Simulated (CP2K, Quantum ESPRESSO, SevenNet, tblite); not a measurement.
# Bulk modulus two ways: a static frame of glassy nearly rigid 61SiO2-11SrO-15BaO-13ZnO (mol %) from 1500 K (120 atoms), QE, PBE

The cell holds 120 atoms (28 Si, 5 Sr, 7 Ba, 6 Zn and 74 O). Recipe: 120 atoms (28 Si, 5 Sr, 7 Ba, 6 Zn, 74 O) placed at random at 3.38 g/cm³, melted at 4000 K for 10 ps at fixed volume with the Morse and Coulomb pair potential with partial charges (Pedone, Malavasi, Menziani, Cormack and Segre, J. Phys. Chem. B 110, 11780 (2006)). Snapshot at the end of a hold of 10 ps at 1500 K and fixed volume. Then the atoms were relaxed with SevenNet 0 in the fixed cell.

Calculated with Quantum ESPRESSO 7.5: PBE; plane waves, SSSP efficiency, 60/480 Ry; k-points Γ. The cell is scaled evenly by ±3 % in volume, and SevenNet 0 relaxes the atoms at each volume before the single point.

```
volume (Å³/atom)  energy less the middle row's (meV/atom)  pressure (GPa)
          14.926                                    2.427           1.490
          15.388                                    0.000          -0.104
          15.850                                    1.931          -1.619
```

**Question.** Find the bulk modulus at the middle volume from the pressures and from the energies, and check the printed pressure against the slope of the energy (1 meV/Å³ = 0.16022 GPa).

**Working.**

The step is h = 0.4616 Å³. From pressures: B = −V dP/dV = 15.388 × (1.490 − (-1.619)) / (2 × 0.4616) = 51.8 GPa.

From energies: B = V d²E/dV² = 15.388 × (2.427 + (1.931)) / 0.4616² = 314.7 meV/Å³ = 50.4 GPa.

Slope: P = −dE/dV = −(1.931 − (2.427)) / (2 × 0.4616) = 0.537 meV/Å³ = 0.09 GPa, against -0.10 GPa printed.

The two moduli agree within 3 %.

A central difference over ±3 % overstates P by about B(1 + B′)(0.03)²/6, some 0.04 GPa for B′ = 4. The atoms follow SevenNet 0, so this level's forces do work along the path, which enters the energies but not the printed pressures. A stress printed at a finite cutoff holds the number of plane waves fixed and tends to come out low, which is the sign found here.

Limits: three points, a static cell at zero temperature, the cell shape held.

[Logs are printed without paths, hosts, clocks, repeated set-up lines and the standing remarks that a program may print on its own settings, such as how far it seeks lower states.]

[Hosts, paths, dates, database ids (printed as entryN), source tags and the programs' standing remarks are cut or masked in the printed files.]
